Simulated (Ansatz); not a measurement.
# BeSi2 (built on the sites of a database entry of CaSi2): following an unstable mode, part 2 of 2

Which phase does BeSi2 (built on the sites of a database entry of CaSi2) fall into along its unstable mode, and how much energy does it gain?

Ansatz 0.2.0; DFT PBEsol, scalar-relativistic, plane waves, PAW.

So far, highest frequency on the path or at a solved wavevector (cm⁻¹): step 2 (phonons on a q mesh) 496. Also lowest frequency on the path (cm⁻¹): step 2 -176.

The structure was built from a prototype and need not be the compound's stable phase.

## 4. The mode frozen in, largest atomic shift 0.32 Å

The atoms are moved along the unstable eigenvector, the largest shift by 0.32 Å, with the cell fixed.

File input.yaml:

```yaml
crystal:
  lattice:
    - [0.0, -4.8186210762, 0.0]
    - [-4.1730482632, -2.4093105381, 0.0]
    - [0.0, 0.0, -5.5325386777]
  atoms:
    - { symbol: Be, position: [-0.0583728856, 0.0722516526, 7.21e-08] }
    - { symbol: Be, position: [0.652783865, 0.6082964188, -2.46e-08] }
    - { symbol: Be, position: [0.4055837788, 0.3194529356, -4.75e-08] }
    - { symbol: Si, position: [0.2972793937, 0.6957934627, 0.6815012381] }
    - { symbol: Si, position: [1.029125919, 0.3402610806, 0.6815007412] }
    - { symbol: Si, position: [0.6735957439, 0.963945708, 0.6815016272] }
    - { symbol: Si, position: [0.66666596, 0.3333334105, 0.347425738] }
    - { symbol: Si, position: [0.333334025, 0.9999994136, 0.3086473413] }
    - { symbol: Si, position: [1.5e-08, 0.6666671759, 0.2994243636] }
kpoints:
  mp_grid: { grid: [9, 9, 6] }
hamiltonian:
  xc: pbesol
scf:
  occupations: { method: methfessel_paxton, width: 0.15 }
output:
  forces: true
  stress: true
  eigenvalues: true
```

Started as:

```
> ansatz run input.yaml --threads 4 --pin off --max-ram 7168MiB --backend cpu --events-out ev --progress --plain --runs-dir out
```

Numbers of over 12 decimals in the logs are rounded to 6 here.

Output:

```text
[...]
k-point 0: bands = [... 11 lower, 7.4174, 7.7426, 7.7750, 7.7750, 8.8535, 9.0803, 9.0803, 9.4001, ... 5 higher]
  k-point 1: bands = [... 11 lower, 6.9490, 7.0795, 7.1912, 7.2068, 9.8195, 10.1299, 10.1315, 10.3209, ... 5 higher]
  k-point 2: bands = [... 11 lower, 6.0166, 6.2631, 6.8340, 6.8361, 9.2272, 11.6657, 11.8026, 11.8028, ... 5 higher]
  k-point 87: bands = [... 11 lower, 6.5677, 9.6450, 9.6869, 9.6955, 12.3832, 12.3984, 12.4694, 13.0906, ... 5 higher]
[key lines of the parts left out:]
SCF converged after 6 iterations
Free energy (F): -3996.629820 eV
Fermi energy:    10.056440 eV
P = ⅓ Tr σ = 0.6398 GPa (6.398 kbar)
```

The job ended after 6 s (4 threads of Arm Neoverse V1, shared host; peak memory 0.48 GiB; 23 s of CPU time).

Numbers from this step:

```yaml
pressure: 0.6398 GPa
energy_from_the_undistorted_cell: -19.17 meV/atom
```

The energy, extrapolated to zero smearing, is -19.17 meV/atom against the undistorted cell.

The run ends at a pressure of 0.64 GPa, with forces up to 0.56 eV/Å.

## 5. Energy along the mode, all amplitudes (two of the runs are shown above)

An imaginary frequency means negative curvature, so the energy should fall and then rise again as anharmonic terms take over.

Numbers from this step:

- depth at the lowest point sampled: 19.17 meV/atom
- largest atomic shift at that point: 0.32 Å

Energy from the parent against largest shift of an atom, one sign:

| largest shift of an atom, one sign (Å) | energy from the parent (meV/atom) |
| --- | --- |
| 0.000 | 0 |
| 0.040 | -0.764 |
| 0.080 | -2.89 |
| 0.140 | -7.79 |
| 0.220 | -15.2 |
| 0.320 | -19.2 |
| 0.450 | 7.02 |

Displacement at unit largest shift by atom:

| atom | x (Å) | y (Å) | z (Å) | size |
| --- | --- | --- | --- | --- |
| Be1 | -0.94 | 0.34 | 0.00 | 1.00 |
| Be2 | 0.76 | 0.65 | 0.00 | 1.00 |
| Be3 | 0.18 | -0.98 | 0.00 | 1.00 |
| Si4 | -0.38 | 0.32 | 0.00 | 0.50 |
| Si5 | -0.09 | -0.49 | 0.00 | 0.50 |
| Si6 | 0.47 | 0.17 | 0.00 | 0.50 |
| Si7 | 0.00 | 0.00 | -0.50 | 0.50 |
| Si8 | 0.00 | 0.00 | 0.17 | 0.17 |
| Si9 | 0.00 | 0.00 | 0.33 | 0.33 |

The lowest of the steps tried is at 0.32 Å, 19.2 meV/atom below the parent; the bottom of the well need not coincide with a step.

## 6. Relaxation from the frozen mode

Starting from the lowest point found, all atoms and the cell are let go, so that strain and other modes of the same symmetry can join in.

input.yaml: that of step 4 with these lines changed.

```diff
@@ -25 +25,6 @@
   eigenvalues: true
+relax:
+  adjacent_minimum: "off"
+  f_tol: 0.002
+  max_steps: 120
+  cell: { stress_tol: 0.03 }
```

Output:

```text
[...]
Crystal: 9 atoms, lattice volume = 111.250 Å³
Basis set: ecut = 420 eV, 2167 PW (Γ), exchange–correlation on 72×72×80 points (8 copies of the dense FFT grid, shifted against one another)
Bands: 24, of which v1, the nominal top of the filled ones, is band 15 counted from 1 (14 counted from 0)
Symmetry: 3 space group operations
[...]
k-points: 88 of 486 (time reversal used)
[...]
SCF iter   1: F=—  HF=-3996.632518 eV  |F-HF|=—  |Δ(HF+E_count)|=         —  Δρ=2.61e-3  dr2=1.08e-2  ethr=1.77e-3  ⟨swp⟩=7.8  Hψ=13192  notcnv=0
[...]
SCF iter   6: F=-3996.629820 eV  HF=-3996.629820 eV  |F-HF|=4.31e-9  |Δ(HF+E_count)|=   1.67e-8  S|Δr|=    0.00e0  Δρ=2.74e-6  dr2=1.01e-8  ethr=3.33e-10  ⟨swp⟩=8.8  Hψ=10384  notcnv=0
SCF 1 converged in 6 iterations: F = -3996.629820 eV  dr2 = 1.01e-8
[...]
relax step   1: F+E_penalty+E_count = -3996.62981951 eV  Δ(F+E_penalty+E_count) = +0.000e0 eV  max|allowed force component| = 5.612e-1 eV/Å  Δτ_max = 0.0000 Å  P = +0.640 GPa  Ω = 111.250 Å³  (6 SCF iters, dr2 threshold 1.00e-7 eV, accepted)
Crystal: 9 atoms, lattice volume = 111.423 Å³
Basis set: ecut = 420 eV, 2155 PW (Γ), exchange–correlation on 72×72×80 points (8 copies of the dense FFT grid, shifted against one another)
[...]
SCF iter   5: F=-3996.689743 eV  HF=-3996.689743 eV  |F-HF|=5.18e-9  |Δ(HF+E_count)|=   1.70e-7  S|Δr|=    0.00e0  Δρ=4.92e-6  dr2=2.43e-8  ethr=3.00e-9  ⟨swp⟩=6.5  Hψ=10067  notcnv=0
SCF 2 converged in 5 iterations: F = -3996.689743 eV  dr2 = 2.43e-8
[...]
relax step   2: F+E_penalty+E_count = -3996.68974302 eV  Δ(F+E_penalty+E_count) = -5.992e-2 eV  max|allowed force component| = 3.133e-1 eV/Å  Δτ_max = 0.0404 Å  P = +0.481 GPa  Ω = 111.423 Å³  energy of the carried Pulay correction = -3.485e-5 eV  (5 SCF iters, dr2 threshold 9.00e-7 eV, accepted)
Crystal: 9 atoms, lattice volume = 112.660 Å³
Basis set: ecut = 420 eV, 2197 PW (Γ), exchange–correlation on 72×72×80 points (8 copies of the dense FFT grid, shifted against one another)
[...]
SCF iter   5: F=-3996.754917 eV  HF=-3996.754917 eV  |F-HF|=1.53e-8  |Δ(HF+E_count)|=   2.16e-7  S|Δr|=    0.00e0  Δρ=5.89e-6  dr2=4.33e-8  ethr=3.00e-9  ⟨swp⟩=7.0  Hψ=9898  notcnv=0
SCF 3 converged in 5 iterations: F = -3996.754917 eV  dr2 = 4.33e-8
[...]
relax step   3: F+E_penalty+E_count = -3996.75491745 eV  Δ(F+E_penalty+E_count) = -6.517e-2 eV  max|allowed force component| = 2.199e-1 eV/Å  Δτ_max = 0.0831 Å  P = -0.088 GPa  Ω = 112.660 Å³  energy of the carried Pulay correction = -2.836e-4 eV  (5 SCF iters, dr2 threshold 9.00e-7 eV, accepted)
[... from here on, the SCF cycles and remarks between the steps are left out ...]
relax step   4: F+E_penalty+E_count = -3996.88599966 eV  Δ(F+E_penalty+E_count) = -1.311e-1 eV  max|allowed force component| = 3.749e-1 eV/Å  Δτ_max = 0.1939 Å  P = -0.966 GPa  Ω = 115.207 Å³  energy of the carried Pulay correction = -7.867e-4 eV  (5 SCF iters, dr2 threshold 9.00e-7 eV, accepted)
relax step   5: F+E_penalty+E_count = -3996.93867535 eV  Δ(F+E_penalty+E_count) = -5.268e-2 eV  max|allowed force component| = 2.318e-1 eV/Å  Δτ_max = 0.0235 Å  P = -0.622 GPa  Ω = 114.846 Å³  energy of the carried Pulay correction = -7.162e-4 eV  (5 SCF iters, dr2 threshold 9.00e-7 eV, accepted)
relax step   6: F+E_penalty+E_count = -3997.02913137 eV  Δ(F+E_penalty+E_count) = -9.046e-2 eV  max|allowed force component| = 1.875e-1 eV/Å  Δτ_max = 0.1409 Å  P = +0.479 GPa  Ω = 113.814 Å³  energy of the carried Pulay correction = -5.129e-4 eV  (5 SCF iters, dr2 threshold 9.00e-7 eV, accepted)
relax step   7: F+E_penalty+E_count = -3997.00441788 eV  Δ(F+E_penalty+E_count) = +2.471e-2 eV  max|allowed force component| = 3.537e-1 eV/Å  Δτ_max = 0.1592 Å  P = +1.543 GPa  Ω = 113.285 Å³  energy of the carried Pulay correction = -4.080e-4 eV  (5 SCF iters, dr2 threshold 9.00e-7 eV, rejected (line search))
relax step   8: F+E_penalty+E_count = -3997.04179678 eV  Δ(F+E_penalty+E_count) = -1.267e-2 eV  max|allowed force component| = 3.806e-2 eV/Å  Δτ_max = 0.0580 Å  P = -0.243 GPa  Ω = 114.753 Å³  energy of the carried Pulay correction = -6.978e-4 eV  (7 SCF iters, accepted)
relax step   9: F+E_penalty+E_count = -3997.04264176 eV  Δ(F+E_penalty+E_count) = -8.450e-4 eV  max|allowed force component| = 1.503e-2 eV/Å  Δτ_max = 0.0124 Å  P = +0.067 GPa  Ω = 114.394 Å³  energy of the carried Pulay correction = -6.273e-4 eV  (5 SCF iters, dr2 threshold 1.86e-7 eV, accepted)
relax step  10: F+E_penalty+E_count = -3997.04267539 eV  Δ(F+E_penalty+E_count) = -3.364e-5 eV  max|allowed force component| = 6.278e-3 eV/Å  Δτ_max = 0.0033 Å  P = -0.011 GPa  Ω = 114.513 Å³  energy of the carried Pulay correction = -6.507e-4 eV  (5 SCF iters, dr2 threshold 4.75e-8 eV, accepted)
relax step  11: F+E_penalty+E_count = -3997.04279246 eV  Δ(F+E_penalty+E_count) = -1.171e-4 eV  max|allowed force component| = 4.241e-3 eV/Å  Δτ_max = 0.0041 Å  P = -0.010 GPa  Ω = 114.499 Å³  energy of the carried Pulay correction = -6.480e-4 eV  (4 SCF iters, dr2 threshold 4.22e-8 eV, accepted)
relax step  12: F+E_penalty+E_count = -3997.04281404 eV  Δ(F+E_penalty+E_count) = -2.158e-5 eV  max|allowed force component| = 4.577e-4 eV/Å  Δτ_max = 0.0011 Å  P = +0.002 GPa  Ω = 114.489 Å³  energy of the carried Pulay correction = -6.459e-4 eV  (4 SCF iters, dr2 threshold 1.04e-8 eV, accepted)
relax step  13: F+E_penalty+E_count = -3997.04848192 eV  Δ(F+E_penalty+E_count) = -5.668e-3 eV  max|allowed force component| = 1.847e-3 eV/Å  Δτ_max = 0.0000 Å  P = +0.058 GPa  Ω = 114.489 Å³  stress off target by 9.44e-2 GPa  SCF on the basis re-selected at this cell (its energy is not comparable with the rows above)  (5 SCF iters)
relax step  14: F+E_penalty+E_count = -3997.04850997 eV  Δ(F+E_penalty+E_count) = -2.805e-5 eV  max|allowed force component| = 1.781e-4 eV/Å  Δτ_max = 0.0008 Å  P = +0.005 GPa  Ω = 114.556 Å³  energy of the carried Pulay correction = -1.190e-5 eV  (3 SCF iters, dr2 threshold 2.23e-8 eV, accepted)
[...]
SCF iter   5: F=-3997.048524 eV  HF=-3997.048524 eV  |F-HF|=9.09e-13  |Δ(HF+E_count)|=  7.28e-12  S|Δr|=    0.00e0  Δρ=7.10e-8  dr2=4.68e-12  ethr=1.00e-12  ⟨swp⟩=5.0  Hψ=7498  notcnv=0
SCF 15 converged in 5 iterations: F = -3997.048524 eV  dr2 = 4.68e-12
relax step  15: F+E_penalty+E_count = -3997.04852447 eV  Δ(F+E_penalty+E_count) = -1.450e-5 eV  max|allowed force component| = 1.842e-4 eV/Å  Δτ_max = 0.0000 Å  P = +0.005 GPa  Ω = 114.556 Å³  stress off target by 6.40e-3 GPa  SCF on the basis re-selected at this cell (its energy is not comparable with the rows above)  (5 SCF iters)
[...]
SCF converged after 5 iterations
[...]
Free energy (F): -3997.048524 eV
[...]
Internal energy: -3997.049633 eV  (E = F + TS)
E sigma→0 (E₀):  -3997.048802 eV
Entropy (-TS):   0.001108 eV (0.123 meV/atom)
Fermi energy:    9.454891 eV
[...]
--- Forces (eV/Å), atoms counted from 1 ---
  atom   1  Be     0.00010647    -0.00005609    -0.00008486
  atom   2  Be    -0.00010181    -0.00006416    -0.00008486
  atom   3  Be    -0.00000466     0.00012025    -0.00008486
  atom   4  Si    -0.00007948     0.00005345     0.00018425
  atom   5  Si    -0.00000654    -0.00009556     0.00018425
  atom   6  Si     0.00008603     0.00004211     0.00018425
  atom   7  Si     0.00000000    -0.00000000     0.00003411
  atom   8  Si    -0.00000000    -0.00000000    -0.00017512
  atom   9  Si     0.00000000    -0.00000000    -0.00015682
  max |Σ_I F_I| component: 3.50e-7 eV/Å
--- Stress (GPa, compression-positive) ---
        0.006400       0.000000      -0.000000
       -0.000000       0.006400      -0.000000
       -0.000000      -0.000000       0.001468
  P = ⅓ Tr σ = 0.0048 GPa (0.048 kbar)
--- Band table (eV; the first three rows and the last of 88) ---
  k-point 0: bands = [... 11 lower, 7.6852, 7.6852, 7.7605, 7.7605, 8.5526, 8.6674, 9.1439, 9.1439, ... 5 higher]
  k-point 1: bands = [... 11 lower, 6.5650, 6.5650, 7.1736, 7.1736, 10.0946, 10.1161, 10.5649, 10.5649, ... 5 higher]
  k-point 2: bands = [... 11 lower, 5.2820, 6.1799, 6.2630, 6.2630, 11.7368, 12.2772, 12.7266, 12.7266, ... 5 higher]
  k-point 87: bands = [... 11 lower, 6.3836, 8.7628, 8.8972, 8.8972, 10.7210, 10.8094, 10.8094, 11.4665, ... 5 higher]
--- Relaxed structure (13 steps of the walk, 12 accepted, 2 SCFs on fresh bases) ---
  F+E_penalty+E_count = -3997.04852447 eV   max|allowed force component| = 1.842e-4 eV/Å   (the final SCF, on the basis selected at the relaxed cell)
  cell:  # Å, volume = 114.5556 Å³
    - [-2.3178764288152497e-18, -5.202882, 0]
    - [-4.505828, -2.601441, 0]
    - [0, 0, -4.886497]
  atoms:
    - { symbol: Be, position: [-0.088622, 0.088622, -0.00917761] }
    - { symbol: Be, position: [0.666667, 0.578044, -0.00917761] }
    - { symbol: Be, position: [0.421955, 0.333334, -0.00917761] }
    - { symbol: Si, position: [0.263138, 0.736863, 0.697103] }
    - { symbol: Si, position: [1.070196, 0.333332, 0.697103] }
    - { symbol: Si, position: [0.666666, 0.929805, 0.697103] }
    - { symbol: Si, position: [0.666667, 0.333333, 0.386070] }
    - { symbol: Si, position: [0.333333, 1.0, 0.275077] }
    - { symbol: Si, position: [-2.220446049250313e-16, 0.666667, 0.275079] }
```

Elapsed: 98 s, on 4 threads; peak memory 0.53 GiB.

Relaxation path:

| step | energy less that of the first step (eV) | largest force component (eV/Å) | pressure (GPa) | volume (Å³) |
| --- | --- | --- | --- | --- |
| 1 | 0.0000 | 0.5612 | 0.64 | 111.25 |
| 2 | -0.0599 | 0.3133 | 0.48 | 111.42 |
| 3 | -0.1251 | 0.2199 | -0.09 | 112.66 |
| 4 | -0.2562 | 0.3749 | -0.97 | 115.21 |
| 5 | -0.3089 | 0.2318 | -0.62 | 114.85 |
| 6 | -0.3993 | 0.1875 | 0.48 | 113.81 |
| 7 | -0.3746 | 0.3537 | 1.54 | 113.28 |
| 8 | -0.4120 | 0.0381 | -0.24 | 114.75 |
| 9 | -0.4128 | 0.0150 | 0.07 | 114.39 |
| 10 | -0.4129 | 0.0063 | -0.01 | 114.51 |
| 11 | -0.4130 | 0.0042 | -0.01 | 114.50 |
| 12 | -0.4130 | 0.0005 | 0.00 | 114.49 |
| 13* | -0.4187 | 0.0018 | 0.06 | 114.49 |
| 14 | -0.4187 | 0.0002 | 0.00 | 114.56 |
| 15* | -0.4187 | 0.0002 | 0.00 | 114.56 |

Relaxation steps marked * repeat the geometry before them on a plane-wave basis chosen anew for their cell, so energy and pressure can jump there. Relaxation step 7 was tried and not accepted.

Forces are held to the 3 operations that the run works with; a distortion that breaks them can't arise in this run.

| cell as run | before | after | change |
| --- | --- | --- | --- |
| a (Å) | 4.819 | 5.203 | +8.0 % |
| b (Å) | 4.819 | 5.203 | +8.0 % |
| c (Å) | 5.533 | 4.886 | -11.7 % |
| volume (Å³/atom) | 12.36 | 12.73 | +3.0 % |

The atoms that moved most (Å, as changes of fractional coordinates times the final cell):

| atom | dx | dy | dz | length |
| --- | --- | --- | --- | --- |
| Si6 | 0.154 | 0.125 | -0.076 | 0.212 |
| Si5 | 0.031 | -0.196 | -0.076 | 0.212 |
| Si4 | -0.185 | 0.071 | -0.076 | 0.212 |
| Si7 | 0.000 | 0.000 | -0.189 | 0.189 |
| Si8 | 0.000 | 0.000 | 0.164 | 0.164 |
| Be3 | -0.063 | -0.121 | 0.045 | 0.144 |
| Be2 | 0.136 | 0.006 | 0.045 | 0.144 |
| Be1 | -0.074 | 0.115 | 0.045 | 0.144 |

Final coordinates:

```xyz
9
Lattice="0.0000 -5.2029 0.0000 -4.5058 -2.6014 0.0000 0.0000 0.0000 -4.8865" Properties=species:S:1:pos:R:3 pbc="T T T"
Be   -0.3993    0.2305    0.0448
Be   -2.6046   -4.9723    0.0448
Be   -1.5019   -3.0625    0.0448
Si   -3.3202   -3.2860   -3.4064
Si   -1.5019   -6.4352   -3.4064
Si   -4.1895   -5.8874   -3.4064
Si   -1.5019   -4.3357   -1.8865
Si   -4.5058   -4.3357   -1.3442
Si   -3.0039   -1.7343   -1.3442
```

This step gave:

```
pressure        : 0.004756 GPa
volume per atom : 12.73 Å³
```

The distorted start has space group P3; the relaxation ends in P31m.

## 7. Outcome

```
unstable mode of the parent                                                      : q = (0.333, 0.333, 0), 162i cm⁻¹
depth at the lowest point sampled                                                : 19.2 meV/atom
largest atomic shift at that point                                               : 0.32 Å
space group reached (within 0.01 Å)                                              : P31m
energy gained over the parent (first relaxation, on the mesh of the frozen mode) : 65.7 meV/atom
volume per atom, phase reached                                                   : 12.7 Å³
```

What this shows: Along this mode the structure falls into P31m, 65.7 meV/atom below the parent. At the parent's cell the well is 19.17 meV/atom deep on the steps tried, with its lowest point at a shift of 0.32 Å. Relaxing atoms and cell changes the gain by +46.51 meV/atom against the lowest step (energies at zero smearing). Most of the total comes from this relaxation. The modes of the phase reached were not computed on this path. Of the 4 patterns followed to their end from this parent, this one ends 4.57 meV/atom above the lowest, C2/m. Each path keeps the symmetry of its pattern, so a lower phase may lie along a pattern not tried. The q mesh stands for a supercell only 8.3 Å across, so branches between the solved wavevectors are rough. With no gap, or one that is small against the smearing, the frequencies hang on the k mesh and the smearing, most of all near Kohn anomalies. A phonon run warned that its eigensolver left some bands unconverged in a pass. The starting cell was built on a prototype and not taken from a measurement, so the phase need not exist.

[Logs are printed without paths, hosts, clocks, repeated set-up lines and the standing remarks that a program may print on its own settings, such as how far it seeks lower states.]

[Hosts, paths, dates, database ids (printed as entryN), source tags and the programs' standing remarks are cut or masked in the printed files.]
